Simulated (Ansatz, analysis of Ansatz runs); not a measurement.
# A hop of H in MgH2 (Pbcn), charge +1, part 2 of 3

How high is the barrier when H changes place in MgH2 (Pbcn)? The case: V_H hop (2.5 Å), charge +1, in a cell of 48 host atoms with 1 H taken out.

Ansatz 0.2.0; plane-wave PAW DFT, PBEsol; nudged elastic band between two relaxed defect structures at fixed charge in a uniform background.

So far: The starting structure; Relaxation of the start point, charge +1; Relaxation of the end point, charge +1.

### 4. Nudged elastic band, charge +1

3 movable images are laid between the ends on a pair-potential path, which keeps atoms from colliding in the first guess. Each image feels the true force across the path and a spring force along it. The highest image is set to climb to the top of the path.

This step: plane-wave PAW DFT, PBEsol; nudged elastic band between two relaxed defect structures at fixed charge in a uniform background.

qp1_c48k1s.neb/input.yaml

```yaml
crystal:
  lattice:
    - [-4.47603151, 5.39366888, 4.89464524]
    - [4.47603151, -5.39366888, 4.89464524]
    - [4.47603151, 5.39366888, -4.89464524]
  atoms:
    - { symbol: Mg, position: [0.28833188, 0.12820415, 0.66278009] }
    - { symbol: Mg, position: [0.28705614, 0.62797011, 0.17588286] }
    - { symbol: Mg, position: [0.77503697, 0.1173246, 0.15963353] }
    - { symbol: Mg, position: [0.79302579, 0.62961203, 0.66212269] }
    - { symbol: Mg, position: [0.46100264, 0.12672376, 0.33876175] }
    - { symbol: Mg, position: [0.4729585, 0.62842751, 0.87077295] }
    - { symbol: Mg, position: [0.96494429, 0.12600487, 0.82896886] }
    - { symbol: Mg, position: [0.96096796, 0.62311815, 0.33847299] }
    - { symbol: Mg, position: [0.17920004, 0.33444475, 0.29495099] }
    - { symbol: Mg, position: [0.21288777, 0.87692143, 0.83833208] }
    - { symbol: Mg, position: [0.71392817, 0.38467645, 0.83653455] }
    - { symbol: Mg, position: [0.71493942, 0.87680587, 0.34443543] }
    - { symbol: Mg, position: [0.04414406, 0.38270382, 0.66447791] }
    - { symbol: Mg, position: [0.03623946, 0.86801371, 0.16273815] }
    - { symbol: Mg, position: [0.5393542, 0.37693116, 0.16482846] }
    - { symbol: Mg, position: [0.55332126, 0.91615295, 0.6789778] }
    - { symbol: H, position: [0.16542783, 0.08213434, 0.81693146] }
    - { symbol: H, position: [0.16814999, 0.57730798, 0.33311122] }
    - { symbol: H, position: [0.65502156, 0.07134357, 0.31275145] }
    - { symbol: H, position: [0.65364047, 0.5758058, 0.80247806] }
    - { symbol: H, position: [0.09907458, 0.40859478, 0.91997889] }
    - { symbol: H, position: [0.08766102, 0.90265389, 0.41855745] }
    - { symbol: H, position: [0.58338362, 0.40806579, 0.4218666] }
    - { symbol: H, position: [0.58205621, 0.88547001, 0.89705946] }
    - { symbol: H, position: [0.2744859, 0.35480683, 0.67738971] }
    - { symbol: H, position: [0.26475028, 0.84583627, 0.18859274] }
    - { symbol: H, position: [0.76215447, 0.34395909, 0.18410983] }
    - { symbol: H, position: [0.75612311, 0.84706967, 0.68021699] }
    - { symbol: H, position: [0.48849812, 0.16758788, 0.58418628] }
    - { symbol: H, position: [0.48610036, 0.66846394, 0.10126123] }
    - { symbol: H, position: [0.96388225, 0.15160524, 0.06203527] }
    - { symbol: H, position: [0.990862, 0.67044614, 0.58417183] }
    - { symbol: H, position: [0.00965434, 0.31857021, 0.40975766] }
    - { symbol: H, position: [0.01384785, 0.83034669, 0.91902559] }
    - { symbol: H, position: [0.5153471, 0.3400814, 0.91970851] }
    - { symbol: H, position: [0.51454769, 0.82705888, 0.42422869] }
    - { symbol: H, position: [0.23132422, 0.14849239, 0.31460014] }
    - { symbol: H, position: [0.2459633, 0.65690568, 0.81106321] }
    - { symbol: H, position: [0.75273798, 0.17552442, 0.82740507] }
    - { symbol: H, position: [0.73850871, 0.65538467, 0.32363702] }
    - { symbol: H, position: [0.41469277, 0.097027, 0.08310833] }
    - { symbol: H, position: [0.91770989, 0.10229516, 0.58202053] }
    - { symbol: H, position: [0.91428277, 0.59284684, 0.08397544] }
    - { symbol: H, position: [0.33808813, 0.41974203, 0.19070161] }
    - { symbol: H, position: [0.3389113, 0.92237258, 0.68431747] }
    - { symbol: H, position: [0.84112509, 0.42428744, 0.6836989] }
    - { symbol: H, position: [0.82497179, 0.90505822, 0.17146782] }
total_charge: 1
basis:
  ecutwfc: 420
  xc_grid: 2
hamiltonian:
  xc: pbesol
kpoints:
  mp_grid: { grid: [1, 1, 1], shift: [0.25, 0.25, 0.25] }
scf:
  occupations: { method: fixed }
  max_iter: 150
output:
  forces: true
neb:
  images: 3
  f_tol: 0.04
  climbing: true
  initial_path: idpp
  max_iterations: 45
  order_check: false
  final_atoms:
    - { symbol: Mg, position: [0.28832478, 0.11706899, 0.66762313] }
    - { symbol: Mg, position: [0.28744365, 0.62499395, 0.15971626] }
    - { symbol: Mg, position: [0.82352993, 0.16788918, 0.20965742] }
    - { symbol: Mg, position: [0.789441, 0.62489521, 0.66576247] }
[... 1 atom line left out ...]
    - { symbol: Mg, position: [0.44928145, 0.58529439, 0.82504856] }
[... 3 atom lines left out ...]
    - { symbol: Mg, position: [0.20939688, 0.8722023, 0.84230674] }
[... 5 atom lines left out ...]
    - { symbol: Mg, position: [0.52963336, 0.87365055, 0.63359904] }
[... 3 atom lines left out ...]
    - { symbol: H, position: [0.66401041, 0.57967113, 0.82020953] }
[... 3 atom lines left out ...]
    - { symbol: H, position: [0.42036527, 0.61644502, 0.60739334] }
    - { symbol: H, position: [0.24956669, 0.3261814, 0.67652246] }
[... 2 atom lines left out ...]
    - { symbol: H, position: [0.75651081, 0.84504305, 0.6933412] }
[... 7 atom lines left out ...]
    - { symbol: H, position: [0.51649364, 0.83339668, 0.40301342] }
[... 1 atom line left out ...]
    - { symbol: H, position: [0.24606373, 0.65433373, 0.82327192] }
[... 6 atom lines left out ...]
    - { symbol: H, position: [0.34839441, 0.92562601, 0.70121131] }
[... 1 atom line left out ...]
    - { symbol: H, position: [0.83460676, 0.92523833, 0.17153625] }
```

Run with:

```sh
$ ansatz run input.yaml --threads 4 --pin off --max-ram 14131MiB --backend cpu --events-out ev --progress --plain --runs-dir out
```

Numbers of over 12 decimals in the logs are rounded to 6 here.

The log of the run:

```text
[...]
Warning: neb: disabling space-group detection — the band's intermediate images generally break the endpoint symmetry, so the full k-mesh is solved, and no spatial operation symmetrises the density, except that a semilocal band can use its path's symmetry [...]
[...]
parallel-image band execution: 3 concurrent image workers
NEB image 0
Crystal: 47 atoms, lattice volume = 472.671 Å³
Basis set: ecut = 420 eV, 9249 PW (Γ), exchange–correlation on 120×120×120 points (8 copies of the dense FFT grid, shifted against one another)
Bands: 142, of which v1, the nominal top of the filled ones, is band 95 counted from 1 (94 counted from 0)
Symmetry: 1 space group operations
k-points: 1
[...]
SCF iter   1: F=—  HF=-31091.193635 eV  |F-HF|=—  |Δ(HF+E_count)|=         —  Δρ=1.38e-2  dr2=7.28e-1  ethr=1.77e-3  ⟨swp⟩=5.0  Hψ=416  notcnv=0  defer=45
[...]
SCF iter   7: F=-31090.852897 eV  HF=-31090.852897 eV  |F-HF|=7.37e-9  |Δ(HF+E_count)|=   5.68e-7  Δρ=1.51e-6  dr2=1.20e-8  ethr=5.26e-11  ⟨swp⟩=5.0  Hψ=456  notcnv=0
SCF 1 converged in 7 iterations: F = -31090.852897 eV  dr2 = 1.20e-8
[...]
NSCF: frozen V_eff on 1 k-points
NEB image 4
SCF iter   1: F=—  HF=-31091.193483 eV  |F-HF|=—  |Δ(HF+E_count)|=         —  Δρ=1.38e-2  dr2=7.28e-1  ethr=1.77e-3  ⟨swp⟩=5.0  Hψ=416  notcnv=0  defer=45
[...]
SCF iter   7: F=-31090.852750 eV  HF=-31090.852750 eV  |F-HF|=7.69e-9  |Δ(HF+E_count)|=   5.74e-7  Δρ=1.49e-6  dr2=1.19e-8  ethr=5.26e-11  ⟨swp⟩=5.0  Hψ=456  notcnv=0
SCF 2 converged in 7 iterations: F = -31090.852750 eV  dr2 = 1.19e-8
[...]
NEB end point (image 0): max|allowed force component| = 9.689e-3 eV/Å (the criterion of neb.relax_end_points is 1.000e-2)
NEB end point (image 4): max|allowed force component| = 1.600e-2 eV/Å (the criterion of neb.relax_end_points is 1.000e-2)
NEB image 1
SCF iter   1: F=—  HF=-31090.902574 eV  |F-HF|=—  |Δ(HF+E_count)|=         —  Δρ=1.38e-2  dr2=7.22e-1  ethr=1.77e-3  ⟨swp⟩=6.0  Hψ=416  notcnv=0  defer=43
[...]
SCF iter   7: F=-31090.561942 eV  HF=-31090.561942 eV  |F-HF|=5.60e-9  |Δ(HF+E_count)|=   3.23e-7  Δρ=1.47e-6  dr2=1.24e-8  ethr=5.26e-11  ⟨swp⟩=4.0  Hψ=429  notcnv=0
SCF 3 converged in 7 iterations: F = -31090.561942 eV  dr2 = 1.24e-8
NEB image 2
SCF iter   1: F=—  HF=-31090.679948 eV  |F-HF|=—  |Δ(HF+E_count)|=         —  Δρ=1.38e-2  dr2=7.13e-1  ethr=1.77e-3  ⟨swp⟩=5.0  Hψ=415  notcnv=0  defer=43
[...]
SCF iter   7: F=-31090.339626 eV  HF=-31090.339626 eV  |F-HF|=1.98e-9  |Δ(HF+E_count)|=   8.15e-8  Δρ=1.20e-6  dr2=8.40e-9  ethr=5.26e-11  ⟨swp⟩=4.0  Hψ=366  notcnv=0
SCF 4 converged in 7 iterations: F = -31090.339626 eV  dr2 = 8.40e-9
NEB image 3
SCF iter   1: F=—  HF=-31090.886948 eV  |F-HF|=—  |Δ(HF+E_count)|=         —  Δρ=1.38e-2  dr2=7.21e-1  ethr=1.77e-3  ⟨swp⟩=6.0  Hψ=416  notcnv=0  defer=43
[...]
SCF iter   7: F=-31090.546575 eV  HF=-31090.546575 eV  |F-HF|=5.80e-9  |Δ(HF+E_count)|=   3.13e-7  Δρ=1.45e-6  dr2=1.24e-8  ethr=5.26e-11  ⟨swp⟩=4.0  Hψ=367  notcnv=0
SCF 5 converged in 7 iterations: F = -31090.546575 eV  dr2 = 1.24e-8
NEB iter   1: max|band force component| = 4.865e-1 eV/Å  barrier→ = 0.5133 eV  barrier← = 0.5131 eV  CI = image 2  Δτ_max = 0.2000 Å  (35 SCF iters)
NEB image 1
[...]
SCF iter   6: F=-31090.616380 eV  HF=-31090.616380 eV  |F-HF|=8.90e-9  |Δ(HF+E_count)|=   8.06e-8  Δρ=2.41e-6  dr2=2.54e-8  ethr=5.26e-11  ⟨swp⟩=4.0  Hψ=431  notcnv=0
SCF 6 converged in 6 iterations: F = -31090.616380 eV  dr2 = 2.54e-8
NEB image 2
[...]
SCF iter   6: F=-31090.433715 eV  HF=-31090.433715 eV  |F-HF|=6.84e-9  |Δ(HF+E_count)|=   1.57e-8  Δρ=2.04e-6  dr2=1.75e-8  ethr=5.26e-11  ⟨swp⟩=4.0  Hψ=425  notcnv=0
SCF 7 converged in 6 iterations: F = -31090.433715 eV  dr2 = 1.75e-8
NEB image 3
[...]
SCF iter   6: F=-31090.613389 eV  HF=-31090.613389 eV  |F-HF|=7.27e-9  |Δ(HF+E_count)|=   7.07e-8  Δρ=2.43e-6  dr2=2.38e-8  ethr=5.26e-11  ⟨swp⟩=4.0  Hψ=429  notcnv=0
SCF 8 converged in 6 iterations: F = -31090.613389 eV  dr2 = 2.38e-8
NEB iter   2: max|band force component| = 1.936e-1 eV/Å  barrier→ = 0.4192 eV  barrier← = 0.4190 eV  CI = image 2  Δτ_max = 0.0860 Å  (18 SCF iters)
NEB image 1
[...]
SCF iter   5: F=-31090.634864 eV  HF=-31090.634864 eV  |F-HF|=1.91e-9  |Δ(HF+E_count)|=   5.89e-7  Δρ=3.34e-6  dr2=4.29e-8  ethr=5.26e-11  ⟨swp⟩=4.0  Hψ=429  notcnv=0
SCF 9 converged in 5 iterations: F = -31090.634864 eV  dr2 = 4.29e-8
NEB image 2
[...]
SCF iter   5: F=-31090.453180 eV  HF=-31090.453180 eV  |F-HF|=1.98e-9  |Δ(HF+E_count)|=   4.34e-7  Δρ=3.20e-6  dr2=4.55e-8  ethr=5.26e-11  ⟨swp⟩=4.0  Hψ=431  notcnv=0
SCF 10 converged in 5 iterations: F = -31090.453180 eV  dr2 = 4.55e-8
NEB image 3
[...]
SCF iter   5: F=-31090.632316 eV  HF=-31090.632316 eV  |F-HF|=1.32e-8  |Δ(HF+E_count)|=   6.40e-7  Δρ=3.19e-6  dr2=4.73e-8  ethr=5.26e-11  ⟨swp⟩=4.0  Hψ=431  notcnv=0
SCF 11 converged in 5 iterations: F = -31090.632316 eV  dr2 = 4.73e-8
NEB iter   3: max|band force component| = 4.203e-2 eV/Å  barrier→ = 0.3997 eV  barrier← = 0.3996 eV  CI = image 2  Δτ_max = 0.0152 Å  (15 SCF iters)
[...]
NEB iter   4: max|band force component| = 2.840e-2 eV/Å  barrier→ = 0.3973 eV  barrier← = 0.3971 eV  CI = image 2  Δτ_max = 0.0146 Å  (15 SCF iters)
NEB image 2
[...]
SCF iter   5: F=-31090.456405 eV  HF=-31090.456405 eV  |F-HF|=1.27e-10  |Δ(HF+E_count)|=   4.74e-8  Δρ=7.91e-7  dr2=3.05e-9  ethr=4.76e-11  ⟨swp⟩=2.0  Hψ=356  notcnv=0
SCF 15 converged in 5 iterations: F = -31090.456405 eV  dr2 = 3.05e-9
NEB image 1
[...]
NEB image 3
[...]
NEB image 2
[...]
the band table was solved once a step of the walk had ended and its energy, with any forces and stress, was formed, with the checks that follow a solve (722 applications of the Hamiltonian). They found nothing against the state; [...]
NEB iter   5: max|band force component| = 3.805e-2 eV/Å  barrier→ = 0.3965 eV  barrier← = 0.3963 eV  CI = image 2  Δτ_max = 0.0000 Å  (5 SCF iters)
SCF converged after 5 iterations
Free energy (F): -31090.456405 eV
[...]
Internal energy: -31090.456405 eV  (E = F + TS)
E sigma→0 (E₀):  -31090.456405 eV
Fermi energy:    2.125302 eV
[...]
--- Forces (eV/Å), atoms counted from 1 ---
  atom   1  Mg     0.00625095    -0.00807042     0.00176152
  atom   2  Mg    -0.00593008    -0.00219279     0.00054039
  atom   3  Mg    -0.00104400    -0.00638254    -0.00175952
  [... 2 atoms left out ...]
  atom   6  Mg    -0.00152559     0.00566694     0.00631992
  [... 3 atoms left out ...]
  atom  10  Mg     0.00949309     0.00106668    -0.00316959
  [... 5 atoms left out ...]
  atom  16  Mg    -0.00172219    -0.01376533     0.00118471
  [... 3 atoms left out ...]
  atom  20  H     -0.00146922    -0.00166676    -0.00207807
  [... 3 atoms left out ...]
  atom  24  H      0.00302653     0.00706427    -0.01459874
  atom  25  H     -0.00181188    -0.00237573    -0.00957414
  [... 2 atoms left out ...]
  atom  28  H      0.00557139    -0.00187044     0.00396050
  [... 9 atoms left out ...]
  atom  38  H      0.00292453    -0.00569053     0.00417326
  [... 6 atoms left out ...]
  atom  45  H     -0.00307020     0.00737714     0.00265696
  [... 2 atoms left out ...]
  max |Σ_I F_I| component: 7.14e-6 eV/Å
--- Band table (eV) ---
[...]
this run last wrote the band of iteration 5 to <dir>; this run last wrote the band within `neb.f_tol` of iteration 4 to <dir>
--- NEB band (5 images, 5 band iterations, 88 SCF iterations) ---
  forward barrier  = 0.396492 eV
  backward barrier = 0.396345 eV
  climbing image's point = of an order that was not read
  energies are F+E_penalty+E_count in eV, relative to image 0
  image     s (Å)  Δ vs image 0  max|band force component| (eV/Å)
      0    0.0000      0.000000                                 —
      1    0.6494      0.216609                          2.608e-2
  *   2    1.3043      0.396492                          1.461e-2
      3    1.9573      0.217684                          3.805e-2
      4    2.6073      0.000147                                 —
  climbing-image geometry (image 2):
  cell:  # Å, volume = 472.6706 Å³
    - [-4.47603151, 5.39366888, 4.89464524]
    - [4.47603151, -5.39366888, 4.89464524]
    - [4.47603151, 5.39366888, -4.89464524]
  atoms:
    - { symbol: Mg, position: [0.285708, 0.123348, 0.664615] }
    - { symbol: Mg, position: [0.285151, 0.626742, 0.165257] }
    - { symbol: Mg, position: [0.802772, 0.147449, 0.191984] }
    - { symbol: Mg, position: [0.789995, 0.631450, 0.667621] }
    - { symbol: Mg, position: [0.462290, 0.127022, 0.340857] }
    - { symbol: Mg, position: [0.465044, 0.602938, 0.853659] }
    - { symbol: Mg, position: [0.960881, 0.118600, 0.830500] }
    - { symbol: Mg, position: [0.965913, 0.631236, 0.343504] }
    - { symbol: Mg, position: [0.200176, 0.354307, 0.312287] }
    - { symbol: Mg, position: [0.212042, 0.870837, 0.836916] }
    - { symbol: Mg, position: [0.716514, 0.378877, 0.839889] }
    - { symbol: Mg, position: [0.717816, 0.875260, 0.339237] }
    - { symbol: Mg, position: [0.041053, 0.383450, 0.673480] }
    - { symbol: Mg, position: [0.036846, 0.870622, 0.161291] }
    - { symbol: Mg, position: [0.540422, 0.375005, 0.163643] }
    - { symbol: Mg, position: [0.536854, 0.899749, 0.650430] }
    - { symbol: H, position: [0.166124, 0.083387, 0.822777] }
    - { symbol: H, position: [0.178684, 0.590433, 0.339511] }
    - { symbol: H, position: [0.657926, 0.074933, 0.312219] }
    - { symbol: H, position: [0.667485, 0.576184, 0.818835] }
    - { symbol: H, position: [0.087832, 0.399961, 0.922786] }
    - { symbol: H, position: [0.083163, 0.907374, 0.417904] }
    - { symbol: H, position: [0.582833, 0.408448, 0.423242] }
    - { symbol: H, position: [0.502104, 0.751271, 0.751809] }
    - { symbol: H, position: [0.263038, 0.342390, 0.673336] }
    - { symbol: H, position: [0.264716, 0.849405, 0.190533] }
    - { symbol: H, position: [0.768553, 0.349529, 0.188394] }
    - { symbol: H, position: [0.763897, 0.846235, 0.669243] }
    - { symbol: H, position: [0.487641, 0.162977, 0.584889] }
    - { symbol: H, position: [0.487662, 0.671553, 0.094734] }
    - { symbol: H, position: [0.974654, 0.164543, 0.076847] }
    - { symbol: H, position: [0.987951, 0.667835, 0.584495] }
    - { symbol: H, position: [0.028182, 0.337664, 0.427463] }
    - { symbol: H, position: [0.014226, 0.833623, 0.919943] }
    - { symbol: H, position: [0.514616, 0.338119, 0.919297] }
    - { symbol: H, position: [0.515326, 0.830235, 0.409367] }
    - { symbol: H, position: [0.234030, 0.152226, 0.316162] }
    - { symbol: H, position: [0.238751, 0.655622, 0.834543] }
    - { symbol: H, position: [0.739602, 0.159917, 0.830962] }
    - { symbol: H, position: [0.738027, 0.652406, 0.313374] }
    - { symbol: H, position: [0.419425, 0.093676, 0.081255] }
    - { symbol: H, position: [0.915066, 0.102278, 0.581453] }
    - { symbol: H, position: [0.919362, 0.594224, 0.086372] }
    - { symbol: H, position: [0.344462, 0.426737, 0.191726] }
    - { symbol: H, position: [0.334239, 0.925676, 0.685404] }
    - { symbol: H, position: [0.835841, 0.418586, 0.681487] }
    - { symbol: H, position: [0.824300, 0.911722, 0.165132] }
```

Elapsed: 35 s, on 4 threads of Arm Neoverse V2, shared host; peak memory 1.4 GiB; 1.8 min of CPU time.

Images along the path:

```tsv
image	path (Å)	energy (eV)	H24: x, y, z (Å)
0	0.000	0.0000	5.373, 3.202, 2.792
1	0.649	0.2166	4.955, 2.999, 2.658
2	1.304	0.3965	4.480, 2.711, 2.455
3	1.957	0.2177	4.000, 2.433, 2.255
4	2.607	0.0001	3.596, 2.218, 2.102
```

This step gave:

| Item | Value |
| --- | --- |
| free energy | -31090.4564 eV |
| barrier forward | 0.3965 eV |
| barrier backward | 0.3963 eV |
| end less start | 1.47e-4 eV |
| hop length | 2.145 Å |

Track of the atom that was set to move:

```tsv
image	x (Å)	y (Å)	z (Å)	nearest neighbour	distance (Å)
0	5.373	3.202	2.792	Mg	1.951
1	4.955	2.999	2.658	Mg	1.86
2	4.48	2.711	2.455	Mg	1.814
3	4	2.433	2.255	Mg	1.86
4	3.596	2.218	2.102	Mg	1.953
```

The band met its tolerance of 0.04 eV/Å after 5 iterations, with image 2 on top (the start counts as 0). H24, which moves farthest between the ends, has 3 Mg at 1.95 to 1.98 Å nearest at the start and 2 Mg at 1.81 Å at the top.

(Part 2 of 3 ends here.)

[Logs are printed without paths, hosts, clocks, repeated set-up lines and the standing remarks that a program may print on its own settings, such as how far it seeks lower states.]

[Hosts, paths, dates, database ids (printed as entryN), source tags and the programs' standing remarks are cut or masked in the printed files.]
